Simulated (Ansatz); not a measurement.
# Y on Pd(111): change of the work function, part 3 of 3

Aim: the work function of Pd(111) at several coverages of Y (fcc site), and the dipole that each adsorbate carries.

Ansatz 0.2.0; plane-wave DFT, PBE, Ansatz PAW.

So far, work function, upper face (eV): step 2 (the clean slab) 5.27; step 3 (37 atoms, coverage 0.111 ML, cell 3x3) 2.93.

## 4. The covered slab, k-mesh 6×6×1, coverage 0.25 ML

System of this step: YPd16 (Y/Pd(111)). The cell holds 17 atoms: 16 Pd and 1 Y. Cell: a = 5.501 Å, b = 5.501 Å, c = 27.837 Å, α = 90.0°, β = 90.0°, γ = 60.0°. Vacuum lies along c.

Another coverage, to see how the dipoles act on each other as their distance changes.

The input, input.yaml:

```yaml
crystal:
  lattice:
    - [5.5012907577, 0.0, 0.0]
    - [2.7506453788, 4.7642575497, 0.0]
    - [0.0, 0.0, 27.8371584771]
  atoms:
    - { symbol: Pd, position: [0.0, 0.0, 0.323308861] }
    - { symbol: Pd, position: [0.1666666667, 0.1666666667, 0.4039885234] }
    - { symbol: Pd, position: [0.3333333333, 0.3333333333, 0.4863960791] }
    - { symbol: Pd, position: [0.0, 0.0, 0.5691536469] }
    - { symbol: Pd, position: [0.0, 0.5, 0.323308861] }
    - { symbol: Pd, position: [0.1666666667, 0.6666666667, 0.4039885234] }
    - { symbol: Pd, position: [0.3333333333, 0.8333333333, 0.4863960791] }
    - { symbol: Pd, position: [0.0, 0.5, 0.5691536469] }
    - { symbol: Pd, position: [0.5, 0.0, 0.323308861] }
    - { symbol: Pd, position: [0.6666666667, 0.1666666667, 0.4039885234] }
    - { symbol: Pd, position: [0.8333333333, 0.3333333333, 0.4863960791] }
    - { symbol: Pd, position: [0.5, 0.0, 0.5691536469] }
    - { symbol: Pd, position: [0.5, 0.5, 0.323308861] }
    - { symbol: Pd, position: [0.6666666667, 0.6666666667, 0.4039885234] }
    - { symbol: Pd, position: [0.8333333333, 0.8333333333, 0.4863960791] }
    - { symbol: Pd, position: [0.5, 0.5, 0.5691536469] }
    - { symbol: "Y", position: [0.1666666667, 0.1666666667, 0.676691139] }
kpoints:
  mp_grid: { grid: [6, 6, 1] }
hamiltonian:
  xc: pbe
scf:
  occupations: { method: fermi_dirac, width: 0.1 }
  convergence: { dr2_threshold: 1.0e-08 }
efield:
  axis: 3
  dipole_correction: true
  ramp_position: 0.97
  ramp_width: 0.06
relax:
  f_tol: 0.02
  max_steps: 60
  constraints: [{ sites: [0, 1, 4, 5, 8, 9, 12, 13] }]
output:
  dos: { projected: true, e_range: [-8, 4] }
  write_potential: true
  write_density: true
  volumetric_format: npy
  elf: true
```

Run with:

```bash
$ ansatz run input.yaml --threads 4 --pin off --max-ram 16384MiB --backend cpu --events-out ev --progress --plain --runs-dir out
```

What it wrote:

```text
[...]
Crystal: 17 atoms, lattice volume = 729.600 Å³
Basis set: ecut = 420 eV, 14259 PW (Γ), exchange–correlation on 80×80×384 points (8 copies of the dense FFT grid, shifted against one another)
Bands: 180, of which v1, the nominal top of the filled ones, is band 150 counted from 1 (149 counted from 0)
Symmetry: 6 space group operations
[...]
k-points: 7 of 36 (time reversal used)
[...]
SCF iter   1: F=—  HF=-115409.846171 eV  |F-HF|=—  |Δ(HF+E_count)|=         —  Δρ=1.02e-2  dr2=8.86e0  ethr=1.77e-3  p=0.284 e·Å  D=7.03e-2 V/Å  ΔV_dip=-1.96 eV  dr2_dipole=6.69e-2  V_vac-E_F(+/−)=2.93/4.88 eV  ⟨swp⟩=7.0  Hψ=5018  notcnv=0  defer=22
[...]
SCF iter  12: F=-115409.724022 eV  HF=-115409.724022 eV  |F-HF|=9.92e-8  |Δ(HF+E_count)|=   3.91e-7  Δρ=7.67e-7  dr2=7.41e-9  ethr=3.34e-12  p=0.295 e·Å  D=7.30e-2 V/Å  ΔV_dip=-2.03 eV  dr2_dipole=2.76e-10  V_vac-E_F(+/−)=3.20/5.23 eV  ⟨swp⟩=15.7  Hψ=9281  notcnv=0
SCF 1 converged in 12 iterations: F = -115409.724022 eV  dr2 = 7.41e-9
[...]
relax step   1: F+E_penalty+E_count = -115409.72402165 eV  Δ(F+E_penalty+E_count) = +0.000e0 eV  max|allowed force component| = 2.859e0 eV/Å  Δτ_max = 0.0000 Å  (12 SCF iters, accepted)
[...]
SCF iter  11: F=-115410.443783 eV  HF=-115410.443783 eV  |F-HF|=1.38e-8  |Δ(HF+E_count)|=   4.92e-8  Δρ=6.77e-7  dr2=8.96e-9  ethr=3.34e-12  p=0.311 e·Å  D=7.72e-2 V/Å  ΔV_dip=-2.15 eV  dr2_dipole=5.65e-10  V_vac-E_F(+/−)=3.08/5.23 eV  ⟨swp⟩=15.0  Hψ=8449  notcnv=0
SCF 2 converged in 11 iterations: F = -115410.443783 eV  dr2 = 8.96e-9
relax step   2: F+E_penalty+E_count = -115410.44378258 eV  Δ(F+E_penalty+E_count) = -7.198e-1 eV  max|allowed force component| = 3.142e0 eV/Å  Δτ_max = 0.1950 Å  (11 SCF iters, accepted)
SCF iter   1: F=—  HF=-115411.207521 eV  |F-HF|=—  |Δ(HF+E_count)|=         —  Δρ=3.86e-3  dr2=1.75e-1  ethr=4.60e-4  p=0.311 e·Å  D=7.72e-2 V/Å  ΔV_dip=-2.15 eV  dr2_dipole=5.03e-3  V_vac-E_F(+/−)=3.09/5.24 eV  ⟨swp⟩=5.1  Hψ=3638  notcnv=0  defer=80
[...]
SCF iter  12: F=-115411.187843 eV  HF=-115411.187843 eV  |F-HF|=2.52e-9  |Δ(HF+E_count)|=   5.20e-8  Δρ=5.85e-7  dr2=7.12e-9  ethr=3.34e-12  p=0.339 e·Å  D=8.40e-2 V/Å  ΔV_dip=-2.34 eV  dr2_dipole=4.29e-10  V_vac-E_F(+/−)=2.89/5.23 eV  ⟨swp⟩=14.7  Hψ=8248  notcnv=0
SCF 3 converged in 12 iterations: F = -115411.187843 eV  dr2 = 7.12e-9
[...]
relax step   3: F+E_penalty+E_count = -115411.18784310 eV  Δ(F+E_penalty+E_count) = -7.441e-1 eV  max|allowed force component| = 3.062e0 eV/Å  Δτ_max = 0.1949 Å  (12 SCF iters, accepted)
[...]
relax step   4: F+E_penalty+E_count = -115411.79974870 eV  Δ(F+E_penalty+E_count) = -6.119e-1 eV  max|allowed force component| = 2.324e0 eV/Å  Δτ_max = 0.1934 Å  (13 SCF iters, accepted)
[...]
relax step   5: F+E_penalty+E_count = -115412.15334320 eV  Δ(F+E_penalty+E_count) = -3.536e-1 eV  max|allowed force component| = 7.125e-1 eV/Å  Δτ_max = 0.1988 Å  (12 SCF iters, accepted)
[...]
relax step   6: F+E_penalty+E_count = -115412.25809609 eV  Δ(F+E_penalty+E_count) = -1.048e-1 eV  max|allowed force component| = 2.201e-1 eV/Å  Δτ_max = 0.1949 Å  (13 SCF iters, accepted)
[...]
relax step   7: F+E_penalty+E_count = -115412.27679915 eV  Δ(F+E_penalty+E_count) = -1.870e-2 eV  max|allowed force component| = 6.143e-2 eV/Å  Δτ_max = 0.1283 Å  (12 SCF iters, accepted)
[...]
relax step   8: F+E_penalty+E_count = -115412.27769816 eV  Δ(F+E_penalty+E_count) = -8.990e-4 eV  max|allowed force component| = 2.097e-2 eV/Å  Δτ_max = 0.0670 Å  (11 SCF iters, accepted)
SCF iter   1: F=—  HF=-115412.278339 eV  |F-HF|=—  |Δ(HF+E_count)|=         —  Δρ=8.73e-4  dr2=1.02e-2  ethr=1.64e-5  p=0.418 e·Å  D=1.04e-1 V/Å  ΔV_dip=-2.89 eV  dr2_dipole=1.90e-3  V_vac-E_F(+/−)=2.34/5.23 eV  ⟨swp⟩=2.3  Hψ=2315  notcnv=0  defer=65
[...]
SCF iter  10: F=-115412.278008 eV  HF=-115412.278008 eV  |F-HF|=5.75e-9  |Δ(HF+E_count)|=   1.69e-8  Δρ=4.62e-7  dr2=4.04e-9  ethr=3.34e-12  p=0.418 e·Å  D=1.04e-1 V/Å  ΔV_dip=-2.88 eV  dr2_dipole=1.51e-10  V_vac-E_F(+/−)=2.34/5.23 eV  ⟨swp⟩=8.0  Hψ=7178  notcnv=0
SCF 9 converged in 10 iterations: F = -115412.278008 eV  dr2 = 4.04e-9
relax step   9: F+E_penalty+E_count = -115412.27800843 eV  Δ(F+E_penalty+E_count) = -3.103e-4 eV  max|allowed force component| = 8.630e-3 eV/Å  Δτ_max = 0.0290 Å  (10 SCF iters, accepted)
[...]
WARN: The output density's exchange-correlation potential varies sharply where the density is thin. Do not read a vacuum level from v_tot or v_xc, or from such a field of the output density. On a cell that repeats whose density bears no net charge and no dipole along the vacuum's axis use v_es (v_loc + v_h of the components); under efield.dipole_correction with no amplitude use v_es + v_field, which holds any externa [...]
SCF converged after 10 iterations
Free energy (F): -115412.278008 eV
[...]
Internal energy: -115411.360703 eV  (E = F + TS)
E sigma→0 (E₀):  -115411.819356 eV
Entropy (-TS):   -0.917305 eV (-53.959 meV/atom)
Fermi energy:    4.514783 eV
Dipole field:    D = 0.103634 V/Å  (p = 0.417854 e·Å, saw-weighted, corrected)
Work function:   Φ+ = 2.3429 eV   Φ− = 5.2278 eV
[...]
--- Forces (eV/Å), atoms counted from 1 ---
  atom   1  Pd     0.01266330     0.00731116    -0.31111482
  atom   2  Pd     0.00000000     0.00000000     0.44387487
  atom   3  Pd    -0.00257871    -0.00148882     0.00200104
  atom   4  Pd     0.00630880     0.00364239     0.00089761
  atom   5  Pd     0.00000000    -0.01462232    -0.31111482
  atom   6  Pd     0.06171620    -0.03563187     0.26249276
  atom   7  Pd    -0.00000000     0.00297763     0.00200104
  atom   8  Pd     0.00000000    -0.00728477     0.00089761
  atom   9  Pd    -0.01266330     0.00731116    -0.31111482
  atom  10  Pd    -0.00000000     0.07126373     0.26249276
  atom  11  Pd     0.00257871    -0.00148882     0.00200104
  atom  12  Pd    -0.00630880     0.00364239     0.00089761
  atom  13  Pd    -0.00000000    -0.00000000    -0.30116757
  atom  14  Pd    -0.06171620    -0.03563187     0.26249276
  atom  15  Pd     0.00000000     0.00000000     0.00038752
  atom  16  Pd    -0.00000000    -0.00000000     0.00270757
  atom  17  Y      0.00000000    -0.00000000    -0.00863006
  max |Σ_I F_I| component: 2.12e-6 eV/Å
--- Band table (eV; the first three rows and the last of 7) ---
  k-point 0: bands = [... 146 lower, 4.7169, 4.7169, 4.7364, 4.8535, 4.8535, 4.8584, 5.0943, 5.5016, ... 26 higher]
  k-point 1: bands = [... 146 lower, 4.4868, 4.5176, 4.5523, 4.6454, 4.6583, 4.6626, 4.9779, 5.4032, ... 26 higher]
  k-point 2: bands = [... 146 lower, 4.2219, 4.3762, 4.3788, 4.4010, 4.4396, 4.6203, 4.6499, 5.1194, ... 26 higher]
  k-point 6: bands = [... 146 lower, 4.2288, 4.2550, 4.2802, 4.2864, 4.2978, 4.3395, 4.3435, 4.3528, ... 26 higher]
--- Relaxed structure (9 steps of the walk, 9 accepted, 0 SCFs on fresh bases) ---
  F+E_penalty+E_count = -115412.27800843 eV   max|allowed force component| = 8.630e-3 eV/Å
  atoms:
    - { symbol: Pd, position: [-1.795949e-17, -1.795949e-17, 0.323309] }
    - { symbol: Pd, position: [0.166667, 0.166667, 0.4039885234] }
    - { symbol: Pd, position: [0.334710, 0.334710, 0.487652] }
    - { symbol: Pd, position: [-0.00390888, -0.00390888, 0.570163] }
    - { symbol: Pd, position: [5.551115e-17, 0.500000, 0.323309] }
    - { symbol: Pd, position: [0.166667, 0.666667, 0.4039885234] }
    - { symbol: Pd, position: [0.334710, 0.830580, 0.487652] }
    - { symbol: Pd, position: [-0.00390888, 0.507818, 0.570163] }
    - { symbol: Pd, position: [0.500000, -1.795949e-17, 0.323309] }
    - { symbol: Pd, position: [0.666667, 0.166667, 0.4039885234] }
    - { symbol: Pd, position: [0.830580, 0.334710, 0.487652] }
    - { symbol: Pd, position: [0.507818, -0.00390888, 0.570163] }
    - { symbol: Pd, position: [0.5, 0.500000, 0.323309] }
    - { symbol: Pd, position: [0.666667, 0.666667, 0.4039885234] }
    - { symbol: Pd, position: [0.833333, 0.833333, 0.485232] }
    - { symbol: Pd, position: [0.5, 0.500000, 0.580471] }
    - { symbol: Y, position: [0.166667, 0.166667, 0.641548] }
```

Wall time 4.3 min (4 threads of Arm Neoverse V2, shared host); peak memory 3.1 GiB.

The steps of the relaxation:

```csv
step,energy less that of the first step (eV),largest force component (eV/Å)
1,0.0000,2.8590
2,-0.7198,3.1423
3,-1.4638,3.0623
4,-2.0757,2.3236
5,-2.4293,0.7125
6,-2.5341,0.2201
7,-2.5528,0.0614
8,-2.5537,0.0210
9,-2.5540,0.0086
```

Forces are held to the 6 operations that the program found; a distortion that breaks them can't arise in this run.

The atoms that moved most (Å):

```
atom      dx      dy      dz  length
 Y17   0.000   0.000  -0.978   0.978
Pd16   0.000   0.000   0.315   0.315
 Pd4  -0.032  -0.019   0.028   0.047
Pd12   0.032  -0.019   0.028   0.047
 Pd8   0.000   0.037   0.028   0.047
Pd11  -0.011   0.007   0.035   0.037
 Pd3   0.011   0.007   0.035   0.037
 Pd7   0.000  -0.013   0.035   0.037
```

Final coordinates:

```cif
data_structure
_symmetry_space_group_name_H-M 'P 1'
_symmetry_Int_Tables_number 1
_cell_length_a 5.5013
_cell_length_b 5.5013
_cell_length_c 27.8372
_cell_angle_alpha 90.000
_cell_angle_beta 90.000
_cell_angle_gamma 60.000
_cell_volume 729.60
loop_
_atom_site_label
_atom_site_type_symbol
_atom_site_fract_x
_atom_site_fract_y
_atom_site_fract_z
_atom_site_occupancy
Pd1 Pd 0.00000 0.00000 0.32331 1
Pd2 Pd 0.16667 0.16667 0.40399 1
Pd3 Pd 0.33471 0.33471 0.48765 1
Pd4 Pd 0.99609 0.99609 0.57016 1
Pd5 Pd 0.00000 0.50000 0.32331 1
Pd6 Pd 0.16667 0.66667 0.40399 1
Pd7 Pd 0.33471 0.83058 0.48765 1
Pd8 Pd 0.99609 0.50782 0.57016 1
Pd9 Pd 0.50000 0.00000 0.32331 1
Pd10 Pd 0.66667 0.16667 0.40399 1
Pd11 Pd 0.83058 0.33471 0.48765 1
Pd12 Pd 0.50782 0.99609 0.57016 1
Pd13 Pd 0.50000 0.50000 0.32331 1
Pd14 Pd 0.66667 0.66667 0.40399 1
Pd15 Pd 0.83333 0.83333 0.48523 1
Pd16 Pd 0.50000 0.50000 0.58047 1
Y17 Y 0.16667 0.16667 0.64155 1
```

Read from the output:

* energy at zero smearing: -115411.8194 eV
* work function, upper face: 2.343 eV
* work function, lower face: 5.228 eV
* dipole along the normal: 0.4179 e·Å
* step between the vacuum levels: -2.885 eV

Running mean over 2.246 Å of the planar mean; the ramp of the sawtooth is left out. The electron's electrostatic potential energy less the Fermi level by z:

```
z (Å)  electron's electrostatic potential energy less the Fermi level (eV)
    4                                                                 5.23
    5                                                                 5.22
    6                                                                 5.17
    7                                                                 4.37
    8                                                                -3.12
    9                                                                -8.26
   10                                                                -8.48
   11                                                                -8.54
   12                                                                -8.09
   13                                                                -8.21
   14                                                                -8.16
   15                                                                -7.34
   16                                                                -8.76
   17                                                                -6.29
   18                                                                -1.84
   19                                                               -0.127
   20                                                                 1.82
   21                                                                 2.24
   22                                                                 2.32
   23                                                                 2.34
   24                                                                 2.34
```

The density of states has structure finer than the step of the table below, so its rows give means over 0.25 eV. Peaks (eV: height): -3.310: 70.7, -2.620: 66.2, -2.320: 62.9, -2.200: 63.0, -1.680: 49.1, -1.020: 50.6, -0.240: 63.4.

Table of density of states by energy, zero at the Fermi level; means over each step:

| energy (eV) | density of states (states/eV a cell) |
| --- | --- |
| -6.75 | 0 |
| -6.50 | 0.517 |
| -6.25 | 0.961 |
| -6.00 | 1.07 |
| -5.75 | 1.19 |
| -5.50 | 2.28 |
| -5.25 | 3.37 |
| -5.00 | 6.95 |
| -4.75 | 19.7 |
| -4.50 | 30.1 |
| -4.25 | 37.1 |
| -4.00 | 28.7 |
| -3.75 | 28.5 |
| -3.50 | 22.1 |
| -3.25 | 30.3 |
| -3.00 | 30.9 |
| -2.75 | 39.6 |
| -2.50 | 38.1 |
| -2.25 | 45.0 |
| -2.00 | 30.6 |
| -1.75 | 31.1 |
| -1.50 | 31.4 |
| -1.25 | 32.9 |
| -1.00 | 40.1 |
| -0.75 | 31.5 |
| -0.50 | 29.8 |
| -0.25 | 41.9 |
| 0.00 | 28.3 |
| 0.25 | 9.64 |
| 0.50 | 4.55 |
| 0.75 | 7.52 |
| 1.00 | 9.41 |
| 1.25 | 6.86 |
| 1.50 | 8.31 |
| 1.75 | 7.49 |

Projected DOS per atom over height of the atomic layer and energy from the Fermi level. Layers: Pd4 Pd4 Pd4 Pd4 Y from below.

Ten even steps from '0' (0.00 states/eV) to '9' (4.26 states/eV), each cell a mean:
```
00009
00005
00003
00001
55421
54431
53451
43541
53341
65551
45452
23451
33340
36440
14431
00000
00000
00000
00000
00000
00000
00000
```
Columns: height of the atomic layer (Å) from 9 to 17.9 (not evenly spaced); rows upwards: energy from the Fermi level (eV) from -7.96 to 1.95.

Valence density in the ca plane at fractional y = 0.167, with atoms of Pd and Y within 0.2 Å of it. It is the smooth field of the valence electrons, not physical close to the nuclei.

Ten steps, logarithmic in the rise over the least value, from '0' (0 e/Å³) to '9' (13 e/Å³), each cell a mean:
```
54322222212455422345432221100000000000000000
54322232222455422345432110000000000000000000
43223565322344322234321100000000000000000000
22225898632222211122211000000000000000000000
22236999732222111112211000000000000000000000
22235899732222111122211000000000000000000000
33224677422233221233321100000000000000000000
54322343222344322345431100000000000000000000
65322222212455422355432111000000000000000000
54222343222344322344432333210000000000000000
32224677522233221223323566521000000000000000
22235899732222111122224677631000000000000000
22236999732122111112224677641000000000000000
22225898632222211122223666531000000000000000
43223455322334322234332444310000000000000000
```
Columns run along c (16.0 Å, from fractional 0.32 to 0.90 of the cell), rows up along a (5.5 Å). Atoms in or near the plane, at fractional coordinates: Pd at (0.40, 0.17), Pd at (0.40, 0.67), Y at (0.64, 0.17).

ELF in the ca plane at fractional y = 0.167, with atoms of Pd and Y within 0.2 Å of it. It is the smooth field of the valence electrons, not physical close to the nuclei.

Values, 8 rows by 16 columns, each cell a mean:
```
0.34 0.19 0.20 0.19 0.37 0.25 0.28 0.34 0.21 0.12 0.12 0.20 0.09 0.02 0.00 0.00
0.23 0.25 0.43 0.22 0.25 0.20 0.21 0.24 0.25 0.15 0.13 0.10 0.03 0.01 0.00 0.00
0.21 0.34 0.42 0.28 0.21 0.17 0.18 0.22 0.21 0.17 0.12 0.06 0.02 0.00 0.00 0.00
0.23 0.26 0.44 0.22 0.23 0.19 0.21 0.24 0.24 0.16 0.13 0.09 0.03 0.01 0.00 0.00
0.34 0.19 0.20 0.19 0.37 0.25 0.28 0.34 0.21 0.12 0.12 0.19 0.08 0.02 0.00 0.00
0.23 0.25 0.43 0.22 0.24 0.20 0.20 0.25 0.49 0.68 0.16 0.26 0.17 0.03 0.00 0.00
0.21 0.34 0.42 0.28 0.20 0.16 0.18 0.22 0.66 0.72 0.24 0.26 0.21 0.04 0.00 0.00
0.23 0.26 0.44 0.22 0.23 0.19 0.20 0.25 0.52 0.71 0.17 0.26 0.17 0.03 0.00 0.00
```
Columns run along c (16.0 Å, from fractional 0.32 to 0.90 of the cell), rows up along a (5.5 Å). Atoms in or near the plane, at fractional coordinates: Pd at (0.40, 0.17), Pd at (0.40, 0.67), Y at (0.64, 0.17).

Electrostatic potential energy in the ca plane at fractional y = 0.167, with atoms of Pd and Y within 0.2 Å of it. With pseudopotentials it is smooth inside the atoms' cores, unlike the true potential.

Ten even steps from '0' (-46 eV) to '9' (8 eV), each cell a mean:
```
56899989999755799865688888889999999999999999
56899989999755799865689999999999999999999999
78998655899877899987899999999999999999999999
99996101589999999999999999999999999999999999
99984000279999999999999999999999999999999999
99985000389999999999999999999999999999999999
88997423699988999988899999999999999999999999
57899878999866799876789999999999999999999999
46899999999755789865689988899999999999999999
67899877999866799876788766789999999999999999
88997423699988999998887311478999999999999999
99985000389999999999985000158999999999999999
99984000279999999999984000058999999999999999
89996201589999999999986100268999999999999999
78998656899877899987888534688999999999999999
```
Columns run along c (16.0 Å, from fractional 0.32 to 0.90 of the cell; values clipped at the 3rd and 97th percentile), rows up along a (5.5 Å). Atoms in or near the plane, at fractional coordinates: Pd at (0.40, 0.17), Pd at (0.40, 0.67), Y at (0.64, 0.17).

The relaxation took 9 steps and lowered the energy by 2.6 eV; the largest force on the free atoms ends at 0.0086 eV/Å.

By hand: a sheet of dipoles makes a step −p/(ε₀A) in the electron's potential. With e/ε₀ = 180.95 V·Å, p = 0.4179 e·Å and A = 26.21 Å², that is −180.95 × (0.4179) / 26.21 = -2.885 eV, and the two vacuum levels of the run differ by -2.885 eV.

The covered face has 2.34 eV, -2.93 eV against the clean one; the bare back face has moved by -0.02 eV, a measure of how thin the slab is.

## 5. Work function against coverage

This step: plane-wave DFT, PBE, Ansatz PAW; work function against coverage (Ansatz 0.2.0).

The runs are now put side by side.

Numbers from this step:

```yaml
work_function_of_the_clean_face: 5.268 eV
largest_change_of_the_work_function: -2.925 eV
```

Table of work function of the covered face by coverage:

```
coverage (adsorbates/nm²)  work function of the covered face (eV)
                     0.00                                    5.27
                     1.70                                    2.93
                     3.82                                    2.34
```

The dipole per adsorbate comes from the change of the cell's dipole. Coverage, by row:

```csv
coverage (1/nm²),coverage (ML),work function (eV),change (eV),"dipole per adsorbate, positive end outwards (debye)",mean height of the added atoms over the highest substrate atom (Å)
1.696,0.1111,2.926,-2.342,3.672,1.905
3.815,0.25,2.343,-2.925,2.021,1.7
```

## 6. Summary of results

- work function of the clean face: 5.27 eV
- work function at 0.11 ML: 2.93 eV
- work function at 0.25 ML: 2.34 eV
- dipole per adsorbate at 0.11 ML, positive end outwards: 3.67 D

What this shows: Y lowers the work function of Pd(111) at the lowest coverage, by 2.34 eV: the adsorbate layer has its positive end outwards. The slab has 4 layers, at the tabulated experimental lattice constant, one starting site was run, and quantum-size effects of a slab this thin can reach one or two tenths of an eV. The main runs have no spin polarisation; a magnetic state could lie lower and would change these results.

[Long decimals in the printed logs are rounded to 6 places.]

[Logs are printed without paths, hosts, clocks, repeated set-up lines and the standing remarks that a program may print on its own settings, such as how far it seeks lower states.]

[Hosts, paths, dates, database ids (printed as entryN), source tags and the programs' standing remarks are cut or masked in the printed files.]

[Maps of the electrostatic potential energy from Ansatz leave out the sawtooth potential of an applied field or a dipole correction, so their vacuum need not be flat; planar profiles and work functions include it.]

[The density of states shown here was stored with 400 of the rows of the run's finer table, so its peaks can read low, often by over a quarter, or be missed, and its means over a window can be off by a tenth or more.]
